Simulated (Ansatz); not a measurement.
## A hypothetical structure for ZnSnPb2

Starting from a made-up structure for ZnSnPb2, the aim is the relaxed cell, its shortest contacts and, where a second run follows, its electronic structure.

Program: Ansatz 0.2.0. Level of theory: DFT, PBE, plane-wave PAW, files of the set soft_1, scalar-relativistic, no spin, cell and ions relaxed at zero pressure; PAW set soft_1, in the first sound run; inputs show where later runs differ. Results are calculated unless marked as measured.

### Step 1. Starting point

Symmetry: P4/nmm, No. 129, tetragonal system. Conventional cell: a = 4.319 Å, b = 4.319 Å, c = 10.725 Å, α = 90.00°, β = 90.00°, γ = 90.00°. Nearest to Pb lie 4 Zn at 2.88 Å and 4 Sn at 3.18 Å. Pb has 4 Pb at 3.05 Å and 4 Sn at 3.36 Å nearest. Nearest to Sn lie 8 Pb at 3.18 to 3.36 Å. Nearest to Zn lie 4 Pb at 2.88 Å and 4 Zn at 3.05 Å. Farther neighbours are not listed.

### Step 2. Relaxing cell and atoms

The guessed cell has no reason to be at equilibrium. It is relaxed with the atoms, within the space group of the guess.

File input.yaml:

```yaml
crystal:
  lattice:
    - [4.319, 0.0, 0.0]
    - [0.0, 4.319, 0.0]
    - [0.0, 0.0, 10.725]
  atoms:
    - { symbol: Pb, position: [0.5, 0.0, 0.6779] }
    - { symbol: Pb, position: [0.0, 0.5, 0.3221] }
    - { symbol: Pb, position: [0.0, 0.0, 0.0] }
    - { symbol: Pb, position: [0.5, 0.5, 0.0] }
    - { symbol: Sn, position: [0.5, 0.0, 0.2399] }
    - { symbol: Sn, position: [0.0, 0.5, 0.7601] }
    - { symbol: Zn, position: [0.0, 0.0, 0.5] }
    - { symbol: Zn, position: [0.5, 0.5, 0.5] }
kpoints:
  mp_grid: { grid: [6, 6, 3] }
scf:
  occupations: { method: fermi_dirac, width: 0.05 }
hamiltonian:
  xc: pbe
  pseudopotentials: { kind: paw, azcp: { folder: soft_1 } }
relax:
  f_tol: 0.015
  max_steps: 70
  cell: {}
output:
  forces: true
  stress: true
```

Run with:

```console
ansatz run input.yaml --threads 4 --pin off --max-ram 10240MiB --backend cpu --events-out ev --progress --plain --runs-dir out
```

Numbers of over 12 decimals in the logs are rounded to 6 here.

Log:

```text
Engine: ansatz 0.2.0, x86_64-unknown-linux-gnu
Pseudopotentials: kind: paw
Pseudopotential: Pb, paw, valence charge 14, recommended cutoff 420 eV (normal), soft_1/Pb.paw.azcp
Pseudopotential: Sn, paw, valence charge 14, recommended cutoff 420 eV (normal), soft_1/Sn.paw.azcp
Pseudopotential: Zn, paw, valence charge 12, recommended cutoff 420 eV (normal), soft_1/Zn.paw.azcp
Functional definition: PBE
  parameter kappa = 0.804
  parameter beta = 0.066725
  exchange = pbe_x(kappa = kappa, mu = beta*pi^2/3)
  correlation = pbe_c(beta = beta)
Crystal: 8 atoms, lattice volume = 200.062 Å³
Basis set: ecut = 420 eV, 3883 PW (Γ), exchange–correlation on 60×60×144 points (8 copies of the dense FFT grid, shifted against one another)
Bands: 65, of which v1, the nominal top of the filled ones, is band 54 counted from 1 (53 counted from 0)
Symmetry: 16 space group operations
Space group: P4/nmm (ITA 129), of the structure as read, at distance tolerance 5.8e-5 Å
k-points: 20 of 108
Non-local potential: Pb, projectors of the file, l = 0: 2, l = 1: 2, l = 2: 2, l = 3: 1
Non-local potential: Sn, projectors of the file, l = 0: 2, l = 1: 2, l = 2: 2, l = 3: 1
Non-local potential: Zn, projectors of the file, l = 0: 2, l = 1: 2, l = 2: 3, l = 3: 1
PAW form: soft (Blöchl's): semilocal exchange-correlation on the pseudo side does not see the compensation charge
PAW one-centre angular grid: Pb, 590 points (default); XC on 64 Gauss nodes
PAW one-centre angular grid: Sn, 590 points (default); XC on 64 Gauss nodes
PAW one-centre angular grid: Zn, 590 points (default); XC on 64 Gauss nodes
Initial density: superposition of atomic densities (chi_scale 0.1, normalization cell, long waves 29 % of neutral atoms (reshape's long-wave potential 1.29 eV rms, cloud 2.85 Å wide))
Initial wavefunctions: pseudopotential atomic-orbital guess
Functional: x = pbe(κ = 0.804, μ = 0.219515), c = pbe(β = 0.066725)
SCF iter   1: F=—  HF=-66326.622525 eV  |F-HF|=—  |Δ(HF+E_count)|=         —  Δρ=5.24e-2  dr2=6.61e1  ethr=3.10e-3  ⟨swp⟩=8.6  Hψ=6391  notcnv=0  defer=6
preconditioner: auto → Kerker (q_TF=auto, 2.462 Å⁻¹)  [metal: Δε(μ)=0.041 eV  Ē_g=15.652 eV  σ=0.050 eV  W_gap=0.20  n_scr=56 (ndim 8)  ℏωp=27.3 eV  f_vac=0.000  D(μ)=3.36/eV (n_scr^D=16)]
SCF iter   2: F=—  HF=-66322.877940 eV  |F-HF|=—  |Δ(HF+E_count)|=    3.74e0  Δρ=2.71e-2  dr2=3.13e1  ethr=3.10e-3  ⟨swp⟩=3.0  Hψ=2232  notcnv=0  defer=60
SCF iter   3: F=—  HF=-66321.034382 eV  |F-HF|=—  |Δ(HF+E_count)|=    1.84e0  Δρ=3.41e-2  dr2=3.42e0  ethr=3.10e-3  ⟨swp⟩=4.0  Hψ=2383  notcnv=0  defer=59
SCF iter   4: F=—  HF=-66320.020567 eV  |F-HF|=—  |Δ(HF+E_count)|=    1.01e0  Δρ=1.11e-2  dr2=1.80e-1  ethr=3.10e-3  ⟨swp⟩=3.3  Hψ=2130  notcnv=0  defer=62
SCF iter   5: F=—  HF=-66319.991506 eV  |F-HF|=—  |Δ(HF+E_count)|=   2.91e-2  Δρ=1.95e-3  dr2=4.68e-2  ethr=1.67e-4  ⟨swp⟩=2.2  Hψ=1974  notcnv=0  defer=63
SCF iter   6: F=—  HF=-66319.987623 eV  |F-HF|=—  |Δ(HF+E_count)|=   3.88e-3  Δρ=1.15e-3  dr2=4.98e-3  ethr=4.33e-5  ⟨swp⟩=1.6  Hψ=1362  notcnv=0  defer=63
SCF iter   7: F=—  HF=-66319.987966 eV  |F-HF|=—  |Δ(HF+E_count)|=   3.43e-4  Δρ=3.32e-4  dr2=3.60e-4  ethr=4.61e-6  ⟨swp⟩=2.0  Hψ=1681  notcnv=0  defer=63
SCF iter   8: F=—  HF=-66319.987952 eV  |F-HF|=—  |Δ(HF+E_count)|=   1.42e-5  Δρ=1.72e-4  dr2=5.98e-5  ethr=3.33e-7  ⟨swp⟩=2.0  Hψ=2321  notcnv=0  defer=63
SCF iter   9: F=—  HF=-66319.987980 eV  |F-HF|=—  |Δ(HF+E_count)|=   2.84e-5  Δρ=4.98e-5  dr2=5.60e-6  ethr=5.54e-8  ⟨swp⟩=2.0  Hψ=2312  notcnv=0  defer=63
SCF iter  10: F=—  HF=-66319.987980 eV  |F-HF|=—  |Δ(HF+E_count)|=   2.35e-7  Δρ=1.49e-5  dr2=4.20e-7  ethr=5.18e-9  ⟨swp⟩=2.1  Hψ=1804  notcnv=0  defer=63
SCF iter  11: F=-66319.987980 eV  HF=-66319.987980 eV  |F-HF|=1.23e-8  |Δ(HF+E_count)|=   2.51e-8  Δρ=4.45e-6  dr2=4.72e-8  ethr=9.26e-11  ⟨swp⟩=5.0  Hψ=4738  notcnv=0
SCF 1 converged in 11 iterations: F = -66319.987980 eV  dr2 = 4.72e-8
  greatest PAW one-centre occupation: 0.991 electrons in one spin orbital (limit 2), on the Sn atom at site 5 (counted from 0), in its partial waves of l = 2
relax step   1: F+E_penalty+E_count = -66319.98797993 eV  Δ(F+E_penalty+E_count) = +0.000e0 eV  max|allowed force component| = 4.117e-1 eV/Å  Δτ_max = 0.0000 Å  P = +6.671 GPa  Ω = 200.062 Å³  (11 SCF iters, dr2 threshold 1.00e-7 eV, accepted)
Crystal: 8 atoms, lattice volume = 226.538 Å³
Basis set: ecut = 420 eV, 4413 PW (Γ), exchange–correlation on 60×60×144 points (8 copies of the dense FFT grid, shifted against one another)
Initial density: handed on by an earlier stage of this run
Initial wavefunctions: those handed on with the density
iter 1 solved again at ethr=1.08e-3 eV; its pass at ethr=3.10e-3 eV (dr2=1.17e0 eV) is discarded
SCF iter   1: F=—  HF=-66320.616076 eV  |F-HF|=—  |Δ(HF+E_count)|=         —  Δρ=5.17e-3  dr2=1.18e0  ethr=1.08e-3  ⟨swp⟩=1.6  Hψ=7551  notcnv=0
preconditioner: auto → Kerker (q_TF=auto, 2.411 Å⁻¹)  [metal: Δε(μ)=0.031 eV  Ē_g=15.253 eV  σ=0.050 eV  W_gap=0.15  n_scr=56 (ndim 8)  ℏωp=25.6 eV  f_vac=0.000  D(μ)=6.93/eV (n_scr^D=56)]
SCF iter   2: F=—  HF=-66320.562085 eV  |F-HF|=—  |Δ(HF+E_count)|=   5.40e-2  Δρ=3.42e-3  dr2=5.46e-1  ethr=1.08e-3  ⟨swp⟩=1.0  Hψ=1300  notcnv=0
SCF iter   3: F=—  HF=-66320.518060 eV  |F-HF|=—  |Δ(HF+E_count)|=   4.40e-2  Δρ=7.24e-4  dr2=7.63e-3  ethr=5.06e-4  ⟨swp⟩=2.9  Hψ=1694  notcnv=0  defer=23
SCF iter   4: F=—  HF=-66320.517897 eV  |F-HF|=—  |Δ(HF+E_count)|=   1.62e-4  Δρ=4.87e-4  dr2=8.12e-4  ethr=7.06e-6  ⟨swp⟩=1.6  Hψ=1425  notcnv=0  defer=24
SCF iter   5: F=—  HF=-66320.518203 eV  |F-HF|=—  |Δ(HF+E_count)|=   3.05e-4  Δρ=8.94e-4  dr2=1.05e-3  ethr=7.52e-7  ⟨swp⟩=2.0  Hψ=1717  notcnv=0  defer=24
SCF iter   6: F=—  HF=-66320.517793 eV  |F-HF|=—  |Δ(HF+E_count)|=   4.10e-4  Δρ=1.18e-4  dr2=5.31e-5  ethr=7.52e-7  ⟨swp⟩=2.0  Hψ=1564  notcnv=0  defer=24
SCF iter   7: F=—  HF=-66320.517838 eV  |F-HF|=—  |Δ(HF+E_count)|=   4.55e-5  Δρ=2.88e-5  dr2=2.83e-6  ethr=4.92e-8  ⟨swp⟩=2.0  Hψ=1704  notcnv=0  defer=24
SCF iter   8: F=-66320.517837 eV  HF=-66320.517837 eV  |F-HF|=7.07e-8  |Δ(HF+E_count)|=   8.62e-7  Δρ=9.11e-6  dr2=2.36e-7  ethr=7.41e-10  ⟨swp⟩=5.0  Hψ=5041  notcnv=0
SCF 2 converged in 8 iterations: F = -66320.517837 eV  dr2 = 2.36e-7
relax step   2: F+E_penalty+E_count = -66320.51783731 eV  Δ(F+E_penalty+E_count) = -5.299e-1 eV  max|allowed force component| = 1.894e-1 eV/Å  Δτ_max = 0.0269 Å  P = +0.039 GPa  Ω = 226.538 Å³  energy of the carried Pulay correction = -6.155e-3 eV  (8 SCF iters, dr2 threshold 8.00e-7 eV, accepted)
Crystal: 8 atoms, lattice volume = 226.687 Å³
[...]
relax step   3: F+E_penalty+E_count = -66320.61265331 eV  Δ(F+E_penalty+E_count) = -9.482e-2 eV  max|allowed force component| = 8.297e-2 eV/Å  Δτ_max = 0.0869 Å  P = -0.206 GPa  Ω = 226.687 Å³  energy of the carried Pulay correction = -6.186e-3 eV  (7 SCF iters, dr2 threshold 8.00e-7 eV, accepted)
[... from here on, the SCF cycles and remarks between the steps are left out ...]
relax step   4: F+E_penalty+E_count = -66320.76303307 eV  Δ(F+E_penalty+E_count) = -1.504e-1 eV  max|allowed force component| = 1.297e-1 eV/Å  Δτ_max = 0.0424 Å  P = -0.451 GPa  Ω = 226.140 Å³  energy of the carried Pulay correction = -6.071e-3 eV  (6 SCF iters, dr2 threshold 8.00e-7 eV, accepted)
relax step   5: F+E_penalty+E_count = -66320.90093175 eV  Δ(F+E_penalty+E_count) = -1.379e-1 eV  max|allowed force component| = 2.693e-1 eV/Å  Δτ_max = 0.0393 Å  P = -0.331 GPa  Ω = 224.192 Å³  energy of the carried Pulay correction = -5.659e-3 eV  (7 SCF iters, dr2 threshold 8.00e-7 eV, accepted)
relax step   6: F+E_penalty+E_count = -66321.10023535 eV  Δ(F+E_penalty+E_count) = -1.993e-1 eV  max|allowed force component| = 3.870e-1 eV/Å  Δτ_max = 0.1194 Å  P = -0.003 GPa  Ω = 219.534 Å³  energy of the carried Pulay correction = -4.647e-3 eV  (7 SCF iters, dr2 threshold 8.00e-7 eV, accepted)
relax step   7: F+E_penalty+E_count = -66321.22115721 eV  Δ(F+E_penalty+E_count) = -1.209e-1 eV  max|allowed force component| = 2.663e-1 eV/Å  Δτ_max = 0.1940 Å  P = +0.415 GPa  Ω = 215.546 Å³  energy of the carried Pulay correction = -3.753e-3 eV  (7 SCF iters, dr2 threshold 8.00e-7 eV, accepted)
relax step   8: F+E_penalty+E_count = -66321.26766895 eV  Δ(F+E_penalty+E_count) = -4.651e-2 eV  max|allowed force component| = 1.038e-1 eV/Å  Δτ_max = 0.1666 Å  P = -0.533 GPa  Ω = 220.036 Å³  energy of the carried Pulay correction = -4.758e-3 eV  (7 SCF iters, dr2 threshold 8.00e-7 eV, accepted)
relax step   9: F+E_penalty+E_count = -66321.27679491 eV  Δ(F+E_penalty+E_count) = -9.126e-3 eV  max|allowed force component| = 5.153e-2 eV/Å  Δτ_max = 0.0399 Å  P = +0.241 GPa  Ω = 216.391 Å³  energy of the carried Pulay correction = -3.945e-3 eV  (7 SCF iters, dr2 threshold 7.69e-7 eV, accepted)
relax step  10: F+E_penalty+E_count = -66321.27875203 eV  Δ(F+E_penalty+E_count) = -1.957e-3 eV  max|allowed force component| = 1.655e-2 eV/Å  Δτ_max = 0.0302 Å  P = -0.016 GPa  Ω = 217.480 Å³  energy of the carried Pulay correction = -4.190e-3 eV  (6 SCF iters, dr2 threshold 2.83e-7 eV, accepted)
relax step  11: F+E_penalty+E_count = -66321.27907366 eV  Δ(F+E_penalty+E_count) = -3.216e-4 eV  max|allowed force component| = 2.499e-3 eV/Å  Δτ_max = 0.0061 Å  P = -0.008 GPa  Ω = 217.479 Å³  energy of the carried Pulay correction = -4.190e-3 eV  (7 SCF iters, dr2 threshold 1.79e-8 eV, accepted)
relax step  12: F+E_penalty+E_count = -66321.28688484 eV  Δ(F+E_penalty+E_count) = -7.811e-3 eV  max|allowed force component| = 2.579e-3 eV/Å  Δτ_max = 0.0000 Å  P = +0.060 GPa  Ω = 217.479 Å³  stress off target by 1.10e-1 GPa  SCF on the basis re-selected at this cell (its energy is not comparable with the rows above)  (9 SCF iters)
relax step  13: F+E_penalty+E_count = -66321.28714006 eV  Δ(F+E_penalty+E_count) = -2.552e-4 eV  max|allowed force component| = 1.650e-3 eV/Å  Δτ_max = 0.0034 Å  P = +0.007 GPa  Ω = 217.727 Å³  energy of the carried Pulay correction = -5.670e-5 eV  (6 SCF iters, dr2 threshold 3.04e-8 eV, accepted)
iter 1 solved again at ethr=1.51e-7 eV; its pass at ethr=3.10e-3 eV (dr2=1.63e-4 eV) is discarded
SCF iter   1: F=—  HF=-66321.286981 eV  |F-HF|=—  |Δ(HF+E_count)|=         —  Δρ=7.60e-5  dr2=2.77e-7  ethr=1.51e-7  ⟨swp⟩=3.1  Hψ=9670  notcnv=0
preconditioner: auto → Kerker (q_TF=auto, 2.427 Å⁻¹)  [metal: Δε(μ)=0.021 eV  Ē_g=15.247 eV  σ=0.050 eV  W_gap=0.10  n_scr=54 (ndim 8)  ℏωp=26.2 eV  f_vac=0.000  D(μ)=3.23/eV (n_scr^D=16)]
SCF iter   2: F=—  HF=-66321.287157 eV  |F-HF|=—  |Δ(HF+E_count)|=   1.76e-4  Δρ=3.85e-5  dr2=7.59e-8  ethr=2.57e-10  ⟨swp⟩=2.4  Hψ=2401  notcnv=0
SCF iter   3: F=—  HF=-66321.287181 eV  |F-HF|=—  |Δ(HF+E_count)|=   2.47e-5  Δρ=3.52e-6  dr2=6.45e-9  ethr=7.03e-11  ⟨swp⟩=2.0  Hψ=2229  notcnv=0
SCF iter   4: F=—  HF=-66321.287182 eV  |F-HF|=—  |Δ(HF+E_count)|=   1.38e-7  Δρ=6.15e-7  dr2=8.72e-10  ethr=5.97e-12  ⟨swp⟩=2.0  Hψ=2365  notcnv=0
SCF iter   5: F=—  HF=-66321.287182 eV  |F-HF|=—  |Δ(HF+E_count)|=  3.93e-10  Δρ=3.66e-7  dr2=5.41e-10  ethr=1.00e-12  ⟨swp⟩=2.0  Hψ=2216  notcnv=0
SCF iter   6: F=—  HF=-66321.287182 eV  |F-HF|=—  |Δ(HF+E_count)|=  5.82e-11  Δρ=2.65e-7  dr2=1.38e-10  ethr=1.00e-12  ⟨swp⟩=2.0  Hψ=2366  notcnv=0
SCF iter   7: F=-66321.287182 eV  HF=-66321.287182 eV  |F-HF|=0.00e0  |Δ(HF+E_count)|=  7.28e-11  Δρ=1.33e-7  dr2=2.55e-11  ethr=1.00e-12  ⟨swp⟩=4.6  Hψ=4054  notcnv=0
SCF 14 converged in 7 iterations: F = -66321.287182 eV  dr2 = 2.55e-11
relax step  14: F+E_penalty+E_count = -66321.28718159 eV  Δ(F+E_penalty+E_count) = -4.153e-5 eV  max|allowed force component| = 1.673e-3 eV/Å  Δτ_max = 0.0000 Å  P = +0.007 GPa  Ω = 217.727 Å³  stress off target by 9.09e-3 GPa  SCF on the basis re-selected at this cell (its energy is not comparable with the rows above)  (7 SCF iters)
basis re-selected at this cell: Δ(F+E_penalty+E_count) = -4.153e-5 eV, ΔP = -0.000 GPa vs the last step (what re-selecting the basis moved, of the pressure what is left beyond the Pulay correction that the steps carried, after the strain that the cell walked since its last selection, with what the two solves' SCF thresholds leave and, on support functions, any second-order correction that the steps lacked; it is no m [...]
SCF converged after 7 iterations
Free energy (F): -66321.287182 eV
Harris-Foulkes:  -66321.287182 eV  (|F-HF|=0.00e0)
Internal energy: -66321.260806 eV  (E = F + TS)
E sigma→0 (E₀):  -66321.273994 eV
Entropy (-TS):   -0.026375 eV (-3.297 meV/atom)
Fermi energy:    10.315453 eV
--- Per-component energies (eV) ---
  E_band       = -271.092237
  E_kinetic    = 1795.848925
  E_local      = -10061.288801  (includes V_loc(G=0)·N_el)
  E_nonlocal   = 3146.668636
  E_hartree    = 4107.754808
  E_xc         = -1229.141053
  E_vxc        = -810.611900  (∫ρ·V_xc dr)
  E_paw        = -54101.848600  (= ΣΔE_a)
  E_vpaw       = -2557.218677  (= ΣTr[D̂ρ^β])
  E_aug_tail   = 0.000078  (compensation charges beyond the density's cutoff)
  E_ewald      = -9979.254799
  E_smearing   = -0.026375  (= −TS)
  E_closure    = -0.000000  (closes the sum)
  Σ components = -66321.287182   (vs F -66321.287182, Δ=0.00e0)
--- Forces (eV/Å), atoms counted from 1 ---
  atom   1  Pb     0.00000000     0.00000000     0.00167347
  atom   2  Pb     0.00000000     0.00000000    -0.00167347
  atom   3  Pb     0.00000000     0.00000000    -0.00000000
  atom   4  Pb     0.00000000     0.00000000     0.00000000
  atom   5  Sn     0.00000000     0.00000000    -0.00112954
  atom   6  Sn     0.00000000     0.00000000     0.00112954
  atom   7  Zn     0.00000000     0.00000000     0.00000000
  atom   8  Zn     0.00000000     0.00000000     0.00000000
  max |Σ_I F_I| component: 1.73e-17 eV/Å
--- Stress (GPa, compression-positive) ---
        0.009090       0.000000       0.000000
        0.000000       0.009090       0.000000
        0.000000       0.000000       0.002131
  P = ⅓ Tr σ = 0.0068 GPa (0.068 kbar)
--- Relaxed structure (12 steps of the walk, 12 accepted, 2 SCFs on fresh bases) ---
  F+E_penalty+E_count = -66321.28718159 eV   max|allowed force component| = 1.673e-3 eV/Å   (the final SCF, on the basis selected at the relaxed cell)
  cell:  # Å, volume = 217.7272 Å³
    - [4.837960, 0, 0.0]
    - [0, 4.837960, 0.0]
    - [0.0, 0.0, 9.302251]
  atoms:
    - { symbol: Pb, position: [0.5, 0, 0.721097] }
    - { symbol: Pb, position: [0, 0.5, 0.278903] }
    - { symbol: Pb, position: [0, 0, 0] }
    - { symbol: Pb, position: [0.5, 0.5, 0] }
    - { symbol: Sn, position: [0.5, 0, 0.292963] }
    - { symbol: Sn, position: [0, 0.5, 0.707037] }
    - { symbol: Zn, position: [0, 0, 0.5] }
    - { symbol: Zn, position: [0.5, 0.5, 0.5] }
```

It took 34 s on 4 threads of INTEL XEON PLATINUM 8581C at 2.30GHz (Emerald Rapids), shared host; peak memory 0.86 GiB.

The steps of the relaxation:

| step | energy less that of the first step (eV) | largest force component (eV/Å) | pressure (GPa) | volume (Å³) |
| --- | --- | --- | --- | --- |
| 1 | 0.0000 | 0.4117 | 6.67 | 200.06 |
| 2 | -0.5299 | 0.1894 | 0.04 | 226.54 |
| 3 | -0.6247 | 0.0830 | -0.21 | 226.69 |
| 4 | -0.7751 | 0.1297 | -0.45 | 226.14 |
| 5 | -0.9130 | 0.2693 | -0.33 | 224.19 |
| 6 | -1.1123 | 0.3870 | 0.00 | 219.53 |
| 7 | -1.2332 | 0.2663 | 0.42 | 215.55 |
| 8 | -1.2797 | 0.1038 | -0.53 | 220.04 |
| 9 | -1.2888 | 0.0515 | 0.24 | 216.39 |
| 10 | -1.2908 | 0.0165 | -0.02 | 217.48 |
| 11 | -1.2911 | 0.0025 | -0.01 | 217.48 |
| 12* | -1.2989 | 0.0026 | 0.06 | 217.48 |
| 13 | -1.2992 | 0.0016 | 0.01 | 217.73 |
| 14* | -1.2992 | 0.0017 | 0.01 | 217.73 |

Relaxation steps marked * repeat the geometry before them on a plane-wave basis chosen anew for their cell, so energy and pressure can jump there.

The run keeps the 16 symmetry operations that it works with, so distortions that break them were not tested.

| cell as run | before | after | change |
| --- | --- | --- | --- |
| a (Å) | 4.319 | 4.838 | +12.0 % |
| b (Å) | 4.319 | 4.838 | +12.0 % |
| c (Å) | 10.725 | 9.302 | -13.3 % |
| volume (Å³/atom) | 25.01 | 27.22 | +8.8 % |

The atoms that moved most (Å, as changes of fractional coordinates times the final cell):

| atom | dx | dy | dz | length |
| --- | --- | --- | --- | --- |
| Sn6 | 0.000 | 0.000 | -0.494 | 0.494 |
| Sn5 | 0.000 | 0.000 | 0.494 | 0.494 |
| Pb2 | 0.000 | 0.000 | -0.402 | 0.402 |
| Pb1 | 0.000 | 0.000 | 0.402 | 0.402 |

The relaxed structure:

```cif
data_structure
_symmetry_space_group_name_H-M 'P 1'
_symmetry_Int_Tables_number 1
_cell_length_a 4.8380
_cell_length_b 4.8380
_cell_length_c 9.3023
_cell_angle_alpha 90.000
_cell_angle_beta 90.000
_cell_angle_gamma 90.000
_cell_volume 217.73
loop_
_atom_site_label
_atom_site_type_symbol
_atom_site_fract_x
_atom_site_fract_y
_atom_site_fract_z
_atom_site_occupancy
Pb1 Pb 0.50000 0.00000 0.72110 1
Pb2 Pb 0.00000 0.50000 0.27890 1
Pb3 Pb 0.00000 0.00000 0.00000 1
Pb4 Pb 0.50000 0.50000 0.00000 1
Sn5 Sn 0.50000 0.00000 0.29296 1
Sn6 Sn 0.00000 0.50000 0.70704 1
Zn7 Zn 0.00000 0.00000 0.50000 1
Zn8 Zn 0.50000 0.50000 0.50000 1
```

Numbers from this step:

| Property | Result |
| --- | --- |
| free energy | -66321.2872 eV |
| energy at zero smearing | -66321.2740 eV |
| smearing term TS | 0.02638 eV |
| Fermi energy | 10.32 eV |
| electrons | 108 |
| symmetry operations | 16 |
| pressure | 0.006770 GPa |

The shortest distance of each pair, which need not be the same contact before and after:

| pair | guess (Å) | relaxed (Å) |
| --- | --- | --- |
| Sn–Zn | 3.528 | 3.092 |
| Pb–Zn | 2.882 | 3.175 |
| Pb–Pb | 3.054 | 3.421 |
| Zn–Zn | 3.054 | 3.421 |
| Pb–Sn | 3.179 | 3.423 |

The relaxation ends with a largest force component of 0.0017 eV/Å and a pressure of 0.01 GPa.

(Continued in part 2 of 2.)

[Logs are printed without paths, hosts, clocks, repeated set-up lines and the standing remarks that a program may print on its own settings, such as how far it seeks lower states.]

[Hosts, paths, dates, database ids (printed as entryN), source tags and the programs' standing remarks are cut or masked in the printed files.]
